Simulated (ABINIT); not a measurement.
# Ba2ScCuO4 (P4/mmm): G0W0 on several meshes in ABINIT, part 2 of 2

Wanted: mesh dependence and cost of G0W0 for Ba2ScCuO4 (P4/mmm).

ABINIT 10.8.3; PBEsol and many-body steps on it, plane waves. Known limits of the many-body steps: not at the basis limit; d shell near the gap, gap tends to lie low; no spin-orbit coupling; coarse k mesh.

So far. Step 4 (2×2×1): The gap on the mesh goes from 1.96 eV to 2.74 eV, a correction of +0.78 eV. Step 5 (Empty states on the mesh, 4×4×2 mesh, 142 bands): On this mesh the gap is 1.933 eV.

In doubt: a PseudoDojo file used here is known to give poor structures and forces, which bears on pressures, cells, forces and phonons.

## (6) Screening, 4×4×2 mesh, 130 bands, screening to 114.3 eV

This step: RPA screening on PBEsol, plane waves, norm-conserving pseudopotentials.

run.abi

```
acell 3*1.0 Angstrom
rprim 
  4.176956000000 0.000000000000 0.000000000000
  0.000000000000 4.176956000000 0.000000000000
  0.000000000000 0.000000000000 8.078857000000
ntypat 4
znucl 56 21 29 8
natom 8
typat 1 1 2 3 4 4 4 4
xred 
  0.500000000000 0.500000000000 0.767977000000
  0.500000000000 0.500000000000 0.232023000000
  0.000000000000 0.000000000000 0.000000000000
  0.000000000000 0.000000000000 0.500000000000
  0.000000000000 0.500000000000 0.000000000000
  0.500000000000 0.000000000000 0.000000000000
  0.000000000000 0.000000000000 0.724671000000
  0.000000000000 0.000000000000 0.275329000000
pp_dirpath "pseudos"
pseudos "Ba.upf, Sc.upf, Cu.upf, O.upf"
ecut 42
ngkpt 4 4 2
nshiftk 1
shiftk 0 0 0
kptopt 1
chksymbreak 0
istwfk *1
occopt 1
irdwfk 1
optdriver 3
nband 130
ecuteps 4.2
inclvkb 2
awtr 1
symchi 1
indata_prefix "in"
outdata_prefix "out"
tmpdata_prefix "tmp"
```

Started as:

```sh
$ OMP_NUM_THREADS=1 mpirun -n 4 abinit run.abi > log
```

Numbers of over 12 decimals in the logs are rounded to 6 here.

Output:

```text
.Version 10.8.3 of ABINIT. v10.8.2 released Aug 2026.

 Symmetries : space group P4/m m m (#123); Bravais tP (primitive tetrag.)
[... echo of the input left out ...]
== DATASET  1 ==================================================================
-   mpi_nproc: 4, omp_nthreads: 1 (-1 if OMP is not activated)

--- !DatasetInfo
iteration_state: {dtset: 1, }
dimensions: {natom: 8, nkpt: 12, mband: 130, nsppol: 1, nspinor: 1, nspden: 1, mpw: 12444, }
cutoff_energies: {ecut:  42.0, pawecutdg:  -1.0, }
electrons: {nelect:   7.40000000E+01, charge:   0.00000000E+00, occopt:   1.00000000E+00, tsmear:   1.00000000E-02, }

 SCREENING: Calculation of the susceptibility and dielectric matrices

 Based on a program developped by R.W. Godby, V. Olevano, G. Onida, and L. Reining.
 Incorporated in ABINIT by V. Olevano, G.-M. Rignanese, and M. Torrent.
.Using double precision arithmetic ; gwpc =  8

[... cell and pseudopotentials left out ...]
--------------------------------------------------------------------------------

 ==== K-mesh for the wavefunctions ====
 Number of points in the irreducible wedge :    12
[... list of points left out ...]
 Together with 16 symmetry operations and time-reversal symmetry
 yields    32 points in the full Brillouin Zone.

 ==== Q-mesh for the screening function ====
 Number of points in the irreducible wedge :    12
[... list of points left out ...]
 Together with 16 symmetry operations and time-reversal symmetry
 yields    32 points in the full Brillouin Zone.

 setmesh: FFT mesh size selected  =    32x   32x   60
          total number of points  =        61440

 vcoul_init : cutoff-mode = AUXILIARY_FUNCTION
 q-points for optical limit:   1
     1)      0.000010    0.000020    0.000030

- screening: taking advantage of time-reversal symmetry
- Maximum band index for partially occupied states nbvw = 37
- Remaining bands to be divided among processors   nbcw = 93
- Number of bands treated by each node ~23

 Number of electrons calculated from density =   74.0000; Expected =   74.0000
 average of density, n =  0.077797
 r_s =    1.4532
 omega_plasma =   26.9053 [eV]

 calculating chi0 at frequencies [eV] :
  1    0.000000E+00    0.000000E+00
  2    0.000000E+00    2.690533E+01

--------------------------------------------------------------------------------
  q-point number  1        q = ( 0.000000, 0.000000, 0.000000) [r.l.u.]
--------------------------------------------------------------------------------
[... chi0 elements left out ...]
 For q-point:  0.000010 0.000020 0.000030
  dielectric constant =   4.6433
  dielectric constant without local fields =   5.1901

  Average fulfillment of the sum rule on Im[epsilon] for q-point    1 :     47.01  [%]
[... wings left out ...]
  q-point number  2        q = ( 0.250000, 0.000000, 0.000000) [r.l.u.]
--------------------------------------------------------------------------------
[... chi0 elements left out ...]
  Average fulfillment of the sum rule on Im[epsilon] for q-point    2 :     53.84  [%]

 [... 10 further q-points ...]
```

Wall time 5.5 min (4 MPI ranks of Arm Neoverse V2, shared host); peak memory 4 GiB.

Numbers from this step:

```
ε∞ with local fields, on this mesh, along the program's q direction : 4.643
the same without local fields                                       : 5.190
plasma frequency                                                    : 26.91 eV
plane waves in the screening matrix                                 : 379
```

## (7) 4×4×2

This step: G0W0 on PBEsol, plane waves, norm-conserving pseudopotentials.

run.abi, as its differences from that of step 6:

```diff
@@ -29,8 +29,19 @@
 irdwfk 1
-optdriver 3
+optdriver 4
 nband 130
+gwcalctyp 0
+ecutsigx 42
+symsigma 1
+nkptgw 3
+kptgw 
+  0.0000000000 0.0000000000 0.5000000000
+  0.5000000000 0.0000000000 0.0000000000
+  0.0000000000 0.0000000000 0.0000000000
+bdgw 
+  36 39
+  36 39
+  36 39
 ecuteps 4.2
-inclvkb 2
-awtr 1
-symchi 1
+irdscr 1
+ppmodel 1
 indata_prefix "in"
```

Output:

```text
.Version 10.8.3 of ABINIT. v10.8.2 released Aug 2026.

 Symmetries : space group P4/m m m (#123); Bravais tP (primitive tetrag.)
[... echo of the input left out ...]
== DATASET  1 ==================================================================
-   mpi_nproc: 4, omp_nthreads: 1 (-1 if OMP is not activated)

--- !DatasetInfo
iteration_state: {dtset: 1, }
dimensions: {natom: 8, nkpt: 12, mband: 130, nsppol: 1, nspinor: 1, nspden: 1, mpw: 12444, }
cutoff_energies: {ecut:  42.0, pawecutdg:  -1.0, }
electrons: {nelect:   7.40000000E+01, charge:   0.00000000E+00, occopt:   1.00000000E+00, tsmear:   1.00000000E-02, }

 SIGMA: Calculation of the GW corrections

 Based on a program developped by R.W. Godby, V. Olevano, G. Onida, and L. Reining.
 Incorporated in ABINIT by V. Olevano, G.-M. Rignanese, and M. Torrent.
.Using double precision arithmetic ; gwpc =  8

[... cell and pseudopotentials left out ...]
--------------------------------------------------------------------------------

 ==== K-mesh for the wavefunctions ====
 Number of points in the irreducible wedge :    12
[... list of points left out ...]
 Together with 16 symmetry operations and time-reversal symmetry
 yields    32 points in the full Brillouin Zone.

 ==== Q-mesh for screening function ====
 Number of points in the irreducible wedge :    12
[... list of points left out ...]
 Together with 16 symmetry operations and time-reversal symmetry
 yields    32 points in the full Brillouin Zone.

 vcoul_init : cutoff-mode = AUXILIARY_FUNCTION
 q-points for optical limit:   1
     1)      0.000010    0.000020    0.000030
 setmesh: FFT mesh size selected  =    48x   48x   90
          total number of points  =       207360

 Number of electrons calculated from density =   74.0000; Expected =   74.0000
[...]
number of plane-waves for wavefunctions         12409
 number of bands                                   130
 number of q-points in IBZ                          12
 number of frequencies                               2
 number of real frequencies                          1
 number of imag frequencies                          1

 matrix elements of self-energy operator (all in [eV])

 Perturbative Calculation

--- !SelfEnergy_ee
iteration_state: {dtset: 1, }
kpoint     : [   0.000,    0.000,    0.500, ]
spin       : 1
KS_gap     :    2.973
QP_gap     :    4.368
Delta_QP_KS:    1.395
data: !SigmaeeData |
     Band     E0 <VxcDFT>   SigX SigC(E0)      Z dSigC/dE  Sig(E)    E-E0       E
       36   5.349 -25.296 -31.985   6.434   0.739  -0.353 -25.484  -0.188   5.161
       37   5.349 -25.296 -31.985   6.434   0.739  -0.353 -25.484  -0.188   5.161
       38   8.322 -19.483 -15.807  -2.140   0.786  -0.272 -18.276   1.207   9.528
[...]
--- !SelfEnergy_ee
iteration_state: {dtset: 1, }
kpoint     : [   0.500,    0.000,    0.000, ]
spin       : 1
KS_gap     :    1.995
QP_gap     :    2.871
Delta_QP_KS:    0.876
data: !SigmaeeData |
     Band     E0 <VxcDFT>   SigX SigC(E0)      Z dSigC/dE  Sig(E)    E-E0       E
[...]
--- !SelfEnergy_ee
iteration_state: {dtset: 1, }
kpoint     : [   0.000,    0.000,    0.000, ]
spin       : 1
KS_gap     :    2.402
QP_gap     :    3.841
Delta_QP_KS:    1.439
data: !SigmaeeData |
     Band     E0 <VxcDFT>   SigX SigC(E0)      Z dSigC/dE  Sig(E)    E-E0       E
[...]
38   7.504 -19.030 -15.218  -2.278   0.794  -0.260 -17.812   1.217   8.721
       39   8.620 -15.466  -8.541  -4.344   0.806  -0.240 -13.385   2.082  10.702

== END DATASET(S) ==============================================================
================================================================================

 -outvars: echo values of variables after computation  --------
           etotal      0.0000000000E+00
            nband         130
             nkpt          12
          spgroup         123
 [... the other variables as echoed above ...]

 Calculation completed.
```

The job ended after 43 s (4 MPI ranks; peak memory 2.9 GiB; 2.8 min of CPU time).

Numbers from this step:

```yaml
g0w0_gap_on_the_points_computed: 2.797 eV
starting_gap_on_the_mesh: 1.933 eV
k_of_the_valence_top: 0, 0, 0.5
k_of_the_conduction_bottom: 0.5, 0, 0
z_at_the_valence_top: 0.739
z_at_the_conduction_bottom: 0.833
least_direct_g0w0_gap_on_the_computed_points: 2.871 eV
```

Against G0W0 in ABINIT (2×2×1 mesh, 130 bands, screening to 114.3 eV, Godby-Needs plasmon pole), the gap moves by +0.059 eV.

## (8) The runs together

Times are wall times on 4 MPI ranks of Arm Neoverse V2, shared host, good to a factor of about two. A run's time includes the screening step that it read.

| run | mesh | bands | screening cutoff (eV) | DFT gap (eV) | gap on the mesh (eV) | direct (eV) | ε∞ used | time |
| --- | --- | --- | --- | --- | --- | --- | --- | --- |
| 2×2×1 | 2×2×1 | 130 | 114.3 | 1.956 | 2.738 | 2.764 | 5.20 | 53 s |
| 4×4×2 | 4×4×2 | 130 | 114.3 | 1.933 | 2.797 | 2.871 | 4.64 | 6.2 min |

## (9) What came out

| Property | Result |
| --- | --- |
| 2×2×1 | 2.738 eV |
| 4×4×2 | 2.797 eV |
| known limits | not at the basis limit; d shell near the gap, gap tends to lie low; no spin-orbit coupling; coarse k mesh |

4×4×2: +0.059 eV against 2×2×1, −0.023 eV of it in the start. Bands and cutoff are finite, so the gap is not at the basis limit. The miss can reach some tenths of an eV and take either sign; the mesh is an error of its own. The 2×2×1 mesh is coarse for this cell, which bears on the long-range parts of exchange and screening. A d shell, filled or nearly so, lies near the gap. One-shot GW converges very slowly in bands there, not always from below, and on a semilocal start the gap tends to come out low; starts rich in exact exchange can overshoot instead. The many-body steps are scalar-relativistic: spin-orbit coupling is not in them.

[Paths, hosts, dates, memory and timing lines, banners, echoed tables and standing remarks are left out of the program output.]

[Logs are printed without paths, hosts, clocks, repeated set-up lines and the standing remarks that a program may print on its own settings, such as how far it seeks lower states.]

[Runs of the session that timed out or met a known fault of the program may be left out.]

[Hosts, paths, dates, database ids (printed as entryN), source tags and the programs' standing remarks are cut or masked in the printed files.]

[G0W0 gaps are taken among the corrected bands and points alone; a level outside them can change the order at an edge.]

[Where Ansatz stands beside ABINIT at settings called matched, ABINIT's density can come from a denser mesh and the files from another edition; pairs whose starting gaps differed by over 0.03 eV were left out, so agreement reads better than it is.]
